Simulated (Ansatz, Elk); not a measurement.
## How far do independent atoms describe SrHf3?

The structure of SrHf3 used here is made up (a known structure type with other elements) and was relaxed beforehand with PBE. The aim is the Fourier transform of its all-electron density, F(hkl), set beside the sum over free spherical atoms that refinements use.

Main program and level: Elk 11.2.3 (patched build); DFT, PBE, all-electron APW+lo, Dirac cores, scalar-relativistic bands, static density, no spin.

This account leaves out most program logs.

The structure was built from a prototype and need not be the compound's stable phase.

## 1. Starting point

The structure is cubic, space group Pm-3m (No. 221). The conventional cell has a = 4.686 Å, b = 4.686 Å, c = 4.686 Å, α = 90.00°, β = 90.00°, γ = 90.00°. Nearest to Hf lie 8 Hf at 3.31 Å and 4 Sr at 3.31 Å. Nearest to Sr lie 12 Hf at 3.31 Å. Farther neighbours are not listed.

## 2. Ground state and structure factors

An all-electron density is needed, since X-rays see the cores too. Task 0 finds the density and task 195 Fourier-transforms it; tshift is off so that phases refer to the origin typed.

elk.in

```
tasks
  0
  195

xctype
  20

spinpol
  .false.

rgkmax
  7.0

gmaxvr
  14.0

lmaxo
  7

lmaxapw
  8

swidth
  0.002

tshift
  .false.

ramdisk
  .false.

hmaxvr
  5.5

maxscl
  120

epspot
  1e-06

sppath
  './'

avec
  8.85442314486 0.00000000000 0.00000000000
  0.00000000000 8.85442314486 0.00000000000
  0.00000000000 0.00000000000 8.85442314486

atoms
  2
  'Hf.in'
  3
  0.5000000000 0.5000000000 -0.0000000000   0.000000 0.000000 0.000000
  0.5000000000 0.0000000000 0.5000000000   0.000000 0.000000 0.000000
  -0.0000000000 0.5000000000 0.5000000000   0.000000 0.000000 0.000000
  'Sr.in'
  1
  0.0000000000 -0.0000000000 0.0000000000   0.000000 0.000000 0.000000

ngridk
  5 5 5
```

Command:

```
OMP_NUM_THREADS=4 elk
```

Wall time 28 s (4 threads of Arm Neoverse V1, shared host); peak memory 0.22 GiB; 60 s of CPU time.

SFACRHO.OUT:

```text

h k l indices transformed by vhmat matrix:
   1.000000000       0.000000000       0.000000000    
   0.000000000       1.000000000       0.000000000    
   0.000000000       0.000000000       1.000000000    

      h      k      l  multipl.   |H|            Re(F)            Im(F)           |F|

      0      0      0      1   0.0000000       254.00000     -0.40440061E-17   254.00000    
      0     -1      0      6  0.70960979      -33.051700     -0.16135266E-13   33.051700    
     -1      0      1     12   1.0035398      -31.948574     -0.30112415E-15   31.948574    
      1      1      1      8   1.2290802       215.68480     -0.45422220E-13   215.68480    
      0      0     -2      6   1.4192196       208.66075      0.29160539E-13   208.66075    
     -1      0     -2     24   1.5867357      -29.626139     -0.14220308E-13   29.626139    
     -1      1     -2     24   1.7381819      -29.185556     -0.27461720E-13   29.185556    
      2      2      0     12   2.0070796       187.51345     -0.52750301E-13   187.51345    
      2     -2      1     24   2.1288294      -27.654409      0.12509807E-13   27.654409    
      0      0      3      6   2.1288294      -27.646860      0.22598052E-12   27.646860    
     -3      1      0     24   2.2439832      -27.039717     -0.45823554E-13   27.039717    
     -1     -1     -3     24   2.3535094       175.39983      0.24131441E-12   175.39983    
      2     -2     -2      8   2.4581604       171.96744      0.24231928E-13   171.96744    
     -2     -3      0     24   2.5585345      -25.592431     -0.20822794E-12   25.592431    
     -2      1      3     48   2.6551167      -25.122901     -0.65759467E-13   25.122901    
      4      0      0      6   2.8384391       159.88287     -0.45019271E-13   159.88287    
      3      2     -2     24   2.9257961      -23.934984      0.19473431E-12   23.934984    
     -4      0     -1     24   2.9257961      -23.874740     -0.11089595E-13   23.874740
```

Elk indexes on the primitive cell of elk.in and gives |H| = 4π sin θ/λ in inverse bohr. Below, one row stands for each form hkl of the conventional cell (m members, Friedel mates merged), F is for one primitive cell and the density is static (no thermal factor). Free-atom factors are Waasmaier and Kirfel's, and R is Σm||F|−|F'||/Σm|F|.

```csv
hkl,m,sin θ/λ (Å⁻¹),"abs F, DFT",neutral atoms,diff.
100,6,0.107,33.052,33.189,-0.138
110,12,0.151,31.949,32.111,-0.162
111,8,0.185,215.685,216.332,-0.647
200,6,0.213,208.661,209.263,-0.602
210,24,0.239,29.626,29.884,-0.258
211,24,0.261,29.186,29.288,-0.102
220,12,0.302,187.513,187.700,-0.187
221,24,0.320,27.654,27.624,+0.030
300,6,0.320,27.647,27.624,+0.022
310,24,0.337,27.040,27.104,-0.065
311,24,0.354,175.400,175.601,-0.201
222,8,0.370,171.967,172.103,-0.136
320,24,0.385,25.592,25.653,-0.061
321,48,0.399,25.123,25.207,-0.084
400,6,0.427,159.883,160.119,-0.236
322,24,0.440,23.935,23.977,-0.042
410,24,0.440,23.875,23.977,-0.102
411,24,0.453,23.602,23.602,+0.001
```

## 3. The highest occupied states alone

An energy window below the Fermi level keeps the highest occupied states, to see at which angles they scatter; shallow core shells can lie inside it and anion s states outside. No new self-consistency is needed.

Changes to elk.in since step 2:

```diff
@@ -1,3 +1,2 @@
 tasks
-  0
   195
@@ -40,2 +39,5 @@
 
+wsfac
+  -0.278950 0.572290
+
 sppath
```

Command:

```
OMP_NUM_THREADS=4 elk
```

Wall time 13 s (4 threads); peak memory 0.17 GiB.

States within 15 eV below the Fermi level hold 56.00 electrons; any levels below the window count with the cores. Their amplitudes can exceed the total, where window and core parts have opposite phase:

```csv
hkl,sin θ/λ (Å⁻¹),"abs F, window","abs F, all"
100,0.107,14.626,33.052
110,0.151,13.280,31.949
111,0.185,37.044,215.685
200,0.213,35.058,208.661
210,0.239,10.904,29.626
211,0.261,10.575,29.186
220,0.302,29.561,187.513
221,0.320,9.419,27.654
300,0.320,9.441,27.647
310,0.337,8.947,27.040
```

## 4. Another functional

The difference from free atoms is small, so it is set against the change that LDA (Perdew-Wang) makes.

Changes to elk.in since step 3:

```diff
@@ -1,2 +1,3 @@
 tasks
+  0
   195
@@ -4,3 +5,3 @@
 xctype
-  20
+  3
 
@@ -39,5 +40,2 @@
 
-wsfac
-  -0.278950 0.572290
-
 sppath
```

Command:

```
OMP_NUM_THREADS=4 elk
```

Elapsed: 16 s, on 4 threads; peak memory 0.17 GiB; 33 s of CPU time.

Against the first run R = 0.02 %; the largest change is -0.058 at 220.

## 5. Basis size

The basis and the expansions that go with it are enlarged, to see whether the differences are converged.

Changes to elk.in since step 4:

```diff
@@ -5,3 +5,3 @@
 xctype
-  3
+  20
 
@@ -11,12 +11,12 @@
 rgkmax
-  7.0
+  8.5
 
 gmaxvr
-  14.0
+  18.0
 
 lmaxo
-  7
+  9
 
 lmaxapw
-  8
+  10
```

Command:

```
OMP_NUM_THREADS=4 elk
```

Run time: 62 s. Hardware: 4 threads; peak memory 0.41 GiB; 2.1 min of CPU time.

Against the first run R = 0.00 %; the largest change is -0.020 at 222.

## 6. Basis size

A smaller basis shows how fast F responds to it; the change is likely larger than the basis error of the first run, but doesn't show convergence.

Changes to elk.in since step 5:

```diff
@@ -11,12 +11,12 @@
 rgkmax
-  8.5
+  5.5
 
 gmaxvr
-  18.0
+  14.0
 
 lmaxo
-  9
+  7
 
 lmaxapw
-  10
+  8
```

Command:

```
OMP_NUM_THREADS=4 elk
```

It took 26 s on 4 threads; peak memory 0.22 GiB.

Against the first run R = 0.01 %; the largest change is +0.132 at 220.

## 7. Settings against the effect

```csv
run,R against the first run (%),"R against neutral atoms, low angle (%)",wall time
"PBE, rgkmax 7",0.00,0.41,28 s
LDA (Perdew-Wang),0.02,0.39,16 s
rgkmax 8.5 with larger expansions,0.00,0.41,62 s
rgkmax 5.5,0.01,0.41,26 s
```

## 8. Results

```json
{
  "R against neutral atoms, sin θ/λ < 0.3 Å⁻¹": "0.41 %",
  "R against neutral atoms, 0.3 to 0.82 Å⁻¹": "0.19 %"
}
```

In words: Independent neutral atoms miss the calculated amplitudes by R = 0.41 % below 0.3 Å⁻¹ and 0.19 % from there to 0.82 Å⁻¹; by shells, 0.42 % below 0.15 Å⁻¹ (1 form), 0.41 % 0.15 to 0.3 (5 forms), 0.16 % 0.3 to 0.45 (11 forms), 0.19 % above 0.45 (57 forms). Bonding, aspherical density and the tables' own atoms all enter these figures, and the runs don't part them. The largest change of an amplitude is -0.65 electrons, at 111. The window's part falls from 56.0 electrons at the origin to at most 19.21 between 0.45 and 0.82 Å⁻¹, where compact states inside the window still scatter. The window holds more than the 14 outer electrons of the free atoms, so shallow core shells lie inside it. Below 0.3 Å⁻¹ the changes that finished (LDA (Perdew-Wang), rgkmax 8.5 with larger expansions and rgkmax 5.5) move F by R = 0.03 % at most, against the 0.41 % that separates it from free atoms. The k-mesh has no finished test. Spin-orbit coupling is left out, which can matter for elements this heavy. Part of the difference isn't bonding: the tables are fits to free atoms and ions calculated by other methods than this functional. Thermal motion, anomalous dispersion and extinction are left out.

[Logs are printed without paths, hosts, clocks, repeated set-up lines and the standing remarks that a program may print on its own settings, such as how far it seeks lower states.]

[Hosts, paths, dates, database ids (printed as entryN), source tags and the programs' standing remarks are cut or masked in the printed files.]
